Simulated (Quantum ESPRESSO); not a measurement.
## BaZrO3 (Pm-3m): Raman and infrared activity

Wanted: vibrational spectra of BaZrO3 (Pm-3m) from linear and non-linear response.

Main program and level: Quantum ESPRESSO 8.0 development, patched; DFT LDA, scalar-relativistic, plane waves, PseudoDojo norm-conserving pseudopotentials.

**What experiment says.**

“EXAFS study of lead-free relaxor ferroelectric BaTi(1-x)Zr(x)O3 at the Zr K-edge” (2006, arxiv:cond-mat/0602127) reports for BaZrO3, cubic perovskite, by X-ray diffraction (solid-state synthesised powder, 300 K): lattice constant a (cubic cell parameter) 4.192 ± 0.001 Å.

For BaZrO3, cubic perovskite (ceramic, earlier study, 300 K), “Broadband dielectric spectroscopy of Ba(Zr,Ti)O3: dynamics of relaxors and diffuse ferroelectrics” (2013, arxiv:1312.3131) quotes earlier work: static dielectric constant (static permittivity) about 36 [polycrystalline ceramic; value quoted from the authors' earlier paper].

Most raw output is cut from this account.

## 1. The structure

Symmetry: Pm-3m, No. 221, cubic system. Conventional cell: a = 4.191 Å, b = 4.191 Å, c = 4.191 Å, α = 90.00°, β = 90.00°, γ = 90.00°. Nearest to Ba lie 12 O at 2.96 Å. Nearest to Zr lie 6 O at 2.10 Å. Nearest to O lie 2 Zr at 2.10 Å and 4 Ba at 2.96 Å. Farther neighbours and most contacts between anions are not listed.

## 2. A first look

Before anything dear is run, a loose run with smearing shows whether this is a metal and how far the cell is from rest.

Input file probe.in:

```
&control
   calculation = 'scf'
   prefix = 'x'
   outdir = './tmp'
   pseudo_dir = './pseudo'
   tprnfor = .true.
   tstress = .true.
   verbosity = 'high'
/
&system
   ibrav = 0
   nat = 5
   ntyp = 3
   ecutwfc = 84.0
   occupations = 'smearing'
   smearing = 'gaussian'
   degauss = 0.01
/
&electrons
   conv_thr = 1.0d-07
   mixing_beta = 0.7
   electron_maxstep = 100
/
ATOMIC_SPECIES
 Ba    137.3270  Ba.upf
 Zr     91.2240  Zr.upf
 O      15.9990  O.upf
CELL_PARAMETERS angstrom
     4.191340000    0.000000000    0.000000000
     0.000000000    4.191340000    0.000000000
     0.000000000    0.000000000    4.191340000
ATOMIC_POSITIONS crystal
 Ba     0.000000000   0.000000000   0.000000000
 Zr     0.500000000   0.500000000   0.500000000
 O      0.000000000   0.500000000   0.500000000
 O      0.500000000   0.000000000   0.500000000
 O      0.500000000   0.500000000   0.000000000
K_POINTS automatic
 4 4 4 0 0 0
```

On the command line:

```
> OMP_NUM_THREADS=1 mpirun -n 4 pw.x -nk 4 -in probe.in > probe.out
```

The job ended after 12 s (4 MPI ranks of Intel Xeon at 2.70GHz, shared host; 46 s of CPU time).

Numbers from this step:

```
volume per atom   : 14.73 Å³
pressure          : -4.918 GPa
gap on the k-mesh : 3.104 eV
```

A gap of 3.1 eV opens on this mesh, so the crystal is taken as an insulator; the start stands at -4.9 GPa.

## 3. Relaxation

The relaxation runs at a cutoff a fifth above that of the response, since stress converges more slowly with the basis than frequencies do. Forces and stress are brought to rest with tight thresholds.

Input file relax.in:

```
&control
   calculation = 'vc-relax'
   prefix = 'x'
   outdir = './tmp'
   pseudo_dir = './pseudo'
   tprnfor = .true.
   tstress = .true.
   forc_conv_thr = 2.0d-05
   etot_conv_thr = 1.0d-07
   nstep = 40
/
&system
   ibrav = 0
   nat = 5
   ntyp = 3
   ecutwfc = 101
   occupations = 'fixed'
   nbnd = 22
/
&electrons
   conv_thr = 1.0d-11
   mixing_beta = 0.7
   electron_maxstep = 100
/
&ions
/
&cell
   press_conv_thr = 0.2
/
ATOMIC_SPECIES
 Ba    137.3270  Ba.upf
 Zr     91.2240  Zr.upf
 O      15.9990  O.upf
CELL_PARAMETERS angstrom
     4.191340000    0.000000000    0.000000000
     0.000000000    4.191340000    0.000000000
     0.000000000    0.000000000    4.191340000
ATOMIC_POSITIONS crystal
 Ba     0.000000000   0.000000000   0.000000000
 Zr     0.500000000   0.500000000   0.500000000
 O      0.000000000   0.500000000   0.500000000
 O      0.500000000   0.000000000   0.500000000
 O      0.500000000   0.500000000   0.000000000
K_POINTS automatic
 6 6 6 0 0 0
```

On the command line:

```
> OMP_NUM_THREADS=1 mpirun -n 4 pw.x -nk 4 -in relax.in > relax.out
```

Elapsed: 1.9 min, on 4 MPI ranks; 7.6 min of CPU time.

Relaxation path:

```tsv
step	energy less that of the first step (eV)	largest force (eV/Å)	pressure (GPa)	volume (Å³)
1	0.0000	0.0000	-4.91	73.63
2	-0.0333	0.0000	-0.84	71.80
3	-0.0343	0.0000	0.04	71.44
4	-0.0343	0.0000	0.00	71.46
5	-0.0343	0.0000	0.00	71.46
6	-0.0342	0.0000	0.00	71.46
```

```tsv
conventional cell, symmetrised	before	after	change
a (Å)	4.191	4.150	-1.0 %
b (Å)	4.191	4.150	-1.0 %
c (Å)	4.191	4.150	-1.0 %
volume (Å³/atom)	14.73	14.29	-3.0 %
```

The last row of the table of steps is pw.x's closing run on a basis chosen anew for the final cell, so its energy can jump.

Read from the output:

```
volume per atom   : 14.29 Å³
pressure          : 0 GPa
gap on the k-mesh : 3.173 eV
```

The volume changes by -3.0 % from the cell with which this run began.

## 4. Self-consistent run for the response

Perturbation theory inherits every error of the wavefunctions, so the threshold is set near the limit of the arithmetic. With a gap, occupations are fixed, which also allows the response to an electric field.

Input file scf.in:

```
&control
   calculation = 'scf'
   prefix = 'x'
   outdir = './tmp'
   pseudo_dir = './pseudo'
   tprnfor = .true.
   tstress = .true.
/
&system
   ibrav = 0
   nat = 5
   ntyp = 3
   ecutwfc = 84.0
   occupations = 'fixed'
   nbnd = 22
/
&electrons
   conv_thr = 1.0d-12
   mixing_beta = 0.7
   electron_maxstep = 100
/
ATOMIC_SPECIES
 Ba    137.3270  Ba.upf
 Zr     91.2240  Zr.upf
 O      15.9990  O.upf
CELL_PARAMETERS angstrom
     4.149645166    0.000000000    0.000000000
     0.000000000    4.149645166    0.000000000
     0.000000000    0.000000000    4.149645166
ATOMIC_POSITIONS crystal
 Ba     0.000000000   0.000000000   0.000000000
 Zr     0.500000000   0.500000000   0.500000000
 O      0.000000000   0.500000000   0.500000000
 O      0.500000000   0.000000000   0.500000000
 O      0.500000000   0.500000000   0.000000000
K_POINTS automatic
 6 6 6 0 0 0
```

On the command line:

```
> OMP_NUM_THREADS=1 mpirun -n 4 pw.x -nk 4 -in scf.in > scf.out
```

Run time: 17 s. Hardware: 4 MPI ranks.

Numbers from this step:

- pressure: -0.02900 GPa

The cell stands at -0.029 GPa, close enough for phonons.

## 5. Linear response at Γ

At q = 0 one unit cell holds all displacements; symmetry groups them into irreducible representations that are solved one by one. The response to a field gives ε∞ and the Born charges, which polar modes need. Third-order response adds the Raman tensors.

Input file ph.in:

```
phonons
&inputph
   prefix = 'x'
   outdir = './tmp'
   fildyn = 'g.dyn'
   tr2_ph = 1.0d-18
   epsil = .true.
   lraman = .true.
   elop = .true.
/
0.000000000000 0.000000000000 0.000000000000
```

On the command line:

```
> OMP_NUM_THREADS=1 mpirun -n 4 ph.x -nk 4 -in ph.in > ph.out
```

Elapsed: 26 min, on 4 MPI ranks.

This step gave:

```
miss of the charge sum rule                                       : 0.009740 e
largest acoustic frequency at the zone centre before the sum rule : 0.59 cm⁻¹
highest optical zone-centre mode (no LO-TO term)                  : 524.5 cm⁻¹
lowest optical zone-centre mode                                   : 97.32 cm⁻¹
mean high-frequency dielectric constant                           : 4.902
largest Born charge in size (third of the trace)                  : 6.114 e
```

Born charge (rows field, columns displacement), before the sum rule (e), principal values of the symmetric part by kind of site:

```tsv
atom	atoms with these values	low	middle	high	mean
Ba1	1	2.74	2.74	2.74	2.74
Zr2	1	6.11	6.11	6.11	6.11
O3	3	-4.81	-2.03	-2.03	-2.95
```

In full for Ba1:

```
2.74 0.00 0.00
0.00 2.74 0.00
0.00 0.00 2.74
```

High-frequency dielectric tensor:

```
4.90 0.00 0.00
0.00 4.90 0.00
0.00 0.00 4.90
```

The acoustic modes at Γ come out as far as 0.6 cm⁻¹ from zero, where they should vanish, a small numerical error; the Born charges miss their sum rule by 0.0097 e, which is good.

## 6. Zone-centre analysis

A rigid shift of the crystal must cost nothing, but grids and finite bases break this; the acoustic sum rule is imposed before the matrix is diagonalised again. With Born charges the intensities follow, and the static dielectric tensor.

Input file dynmat.in:

```
&input
   fildyn = 'g.dyn'
   asr = 'simple'
   fileig = 'dynmat.eig'
   lperm = .true.
/
```

On the command line:

```
> dynmat.x -in dynmat.in > dynmat.out
```

Run time: 0.66 s. Hardware: 1 thread.

This step gave:

| Property | Result |
| --- | --- |
| lowest optical zone-centre mode | 97.31 cm⁻¹ |
| mean static dielectric constant | 64.49 |

Unit eigenvectors of the mass-weighted matrix after the sum rule; no LO-TO term. Modes at Γ, with each element's share of the kinetic energy:

```tsv
mode	frequency (cm⁻¹)	symmetry	Ba %	Zr %	O %
1	0.0	acoustic	50	33	17
2	0.0	acoustic	50	33	17
3	0.0	acoustic	50	33	17
4	97.3	T1u	42	9	49
5	97.3	T1u	42	9	49
6	97.3	T1u	42	9	49
7	172.3	T2u	0	0	100
8	172.3	T2u	0	0	100
9	172.3	T2u	0	0	100
10	194.0	T1u	8	56	36
11	194.0	T1u	8	56	36
12	194.0	T1u	8	56	36
13	524.5	T1u	0	2	97
14	524.5	T1u	0	2	97
15	524.5	T1u	0	2	97
```

Displacements in mode 5 (97.3 cm⁻¹), the largest set to 1:
```
Ba1 -0.15  0.48  0.00
Zr2  0.08 -0.27  0.00
O3   0.18 -1.00  0.00
O4   0.31 -0.58  0.00
O5   0.31 -1.00  0.00
```

Displacements in mode 7 (172.3 cm⁻¹), the largest set to 1:
```
Ba1  0.00  0.00  0.00
Zr2  0.00  0.00  0.00
O3   0.00  1.00  0.79
O4  -0.22  0.00 -0.79
O5   0.22 -1.00  0.00
```

Degenerate modes summed, no LO-TO term. Lines of the infrared spectrum (strongest = 100):

```tsv
position (cm⁻¹)	lines merged	label	IR intensity, relative
97	3	T1u	58
172	3	T2u	0.0
194	3	T1u	93
525	3	T1u	100
```

Static dielectric tensor (ions relaxed, fixed cell):

```
64.49  0.00  0.00
 0.00 64.49  0.00
 0.00  0.00 64.49
```

The rule moves no optical mode by more than 0.1 cm⁻¹.

## 7. Sum rules set otherwise (asr crystal)

The rule can be imposed in more than one way; the choices should agree where the raw error is small.

Input file dynmat.in:

```
&input
   fildyn = 'g.dyn'
   asr = 'crystal'
   fileig = 'dynmat.eig'
   lperm = .true.
/
```

On the command line:

```
> dynmat.x -in dynmat.in > dynmat.out
```

Run time: 0.66 s. Hardware: 1 thread.

This step gave:

* lowest optical zone-centre mode: 97.32 cm⁻¹
* mean static dielectric constant: 64.48

Zone-centre frequencies as printed; negative means imaginary. Modes:

```tsv
mode	frequency (cm⁻¹)
1	0
2	0
3	0
4	97.32
5	97.32
6	97.32
7	172.3
8	172.3
9	172.3
10	194
11	194
12	194
13	524.5
14	524.5
15	524.5
```

Against the first rule no mode moves by more than 0.1 cm⁻¹.

## 8. Sum rules set otherwise: a sum rule for molecules or wires on a crystal

This rule also removes rotations, which suits molecules and not a crystal; it is tried to see the harm.

Input file dynmat.in:

```
&input
   fildyn = 'g.dyn'
   asr = 'zero-dim'
   fileig = 'dynmat.eig'
   lperm = .true.
/
```

On the command line:

```
> dynmat.x -in dynmat.in > dynmat.out
```

Wall time 0.67 s (1 thread).

The program raised no error, yet the settings are not those of a careful run.

The fault: a sum rule for molecules or wires on a crystal; 3 optical modes are projected out to zero frequency, as if they were rotations, and the static dielectric tensor is spoilt.

For a crystal the rule has to be 'simple' or 'crystal'.

Zone-centre frequencies as printed; negative means imaginary. Modes:

```tsv
mode	frequency (cm⁻¹)
1	0
2	0
3	0
4	0
5	0
6	0
7	97.32
8	127.3
9	127.3
10	194
11	220.2
12	220.2
13	476.9
14	476.9
15	524.5
```

## 9. Modes along a direction of q (1 0 0)

A longitudinal polar mode sets up a macroscopic field that stiffens it; the term hangs on the direction from which q goes to zero.

Input file dynmat.in:

```
&input
   fildyn = 'g.dyn'
   asr = 'simple'
   fileig = 'dynmat.eig'
   q(1) = 1.0
   q(2) = 0.0
   q(3) = 0.0
/
```

On the command line:

```
> dynmat.x -in dynmat.in > dynmat.out
```

Elapsed: 0.67 s, on 1 thread.

This step gave:

* highest mode moved by the LO-TO term: 714.0 cm⁻¹

Zone-centre frequencies as printed; negative means imaginary. Modes:

```tsv
mode	frequency (cm⁻¹)
1	0
2	0
3	0
4	97.31
5	97.31
6	137.8
7	172.3
8	172.3
9	172.3
10	194
11	194
12	365.2
13	524.5
14	524.5
15	714
```

The field moves 3 modes; the highest of them now lies at 714 cm⁻¹, where the highest that moved away lay at 524.

## 10. What came out

| Item | Value |
| --- | --- |
| space group after relaxation | Pm-3m |
| volume per atom | 14.3 Å³ |
| gap on the k-mesh | 3.17 eV |
| highest optical zone-centre mode (no LO-TO term) | 524.5 cm⁻¹ |
| lowest optical zone-centre mode | 97.3 cm⁻¹ |
| highest mode moved by the LO-TO term | 714.0 cm⁻¹ |
| mean high-frequency dielectric constant | 4.90 |
| largest Born charge in size (third of the trace) | 6.11 e |
| mean static dielectric constant | 64.5 |
| imaginary optical modes at the zone centre (no q mesh in this session) | none |

What this shows: No mode is Raman active in this structure; the strongest infrared line lies at 525 cm⁻¹. At the LDA level the optical modes of BaZrO3 (Pm-3m) at the zone centre (no LO-TO term) run from 97 to 525 cm⁻¹. Along the directions run, the highest mode that the macroscopic field moves lies at 714 cm⁻¹. Lattice motion raises the mean dielectric constant from 4.902 to 64.49. Of the 12 optical modes, 9 are infrared active alone and 3 are silent. These are harmonic frequencies at zero temperature: anharmonic shifts and linewidths and thermal expansion are left out. Spin-orbit coupling is left out, which can matter for the heavy elements here. The published file for Ba has no f projectors, which tends to make oxide cells too large. The build is a development version in which the Raman tensors of release 7.5 are mended; dynmat.x leaves out the electro-optic term of LO lines.

Comparison with the measured values:

| quantity | measured | LDA PseudoDojo norm-conserving, Quantum ESPRESSO |
| --- | --- | --- |
| lattice constant a (Å) | 4.192 | 4.150 (-1.0 %) |
| static dielectric constant (mean of the tensor) | 36 | 64.49 (+79.1 %) |

Measured values from arxiv:cond-mat/0602127 (2006) and arxiv:1312.3131 (2013).

Verdict: The lattice constant a is off by -1.0 %: fair agreement. The static dielectric constant is off by +79.1 %. The grades are ours: good and fair within 0.7 and 1.5 % for the lattice constant a and 10 and 25 % for the static dielectric constant. Zero-point motion and thermal expansion (measured at up to 300 K) are not in the computed lattice constants and static dielectric constant.

[Host names and launcher messages were left out of these logs when they were recorded.]

[Logs are printed without paths, hosts, clocks, repeated set-up lines and the standing remarks that a program may print on its own settings, such as how far it seeks lower states.]

[Hosts, paths, dates, database ids (printed as entryN), source tags and the programs' standing remarks are cut or masked in the printed files.]
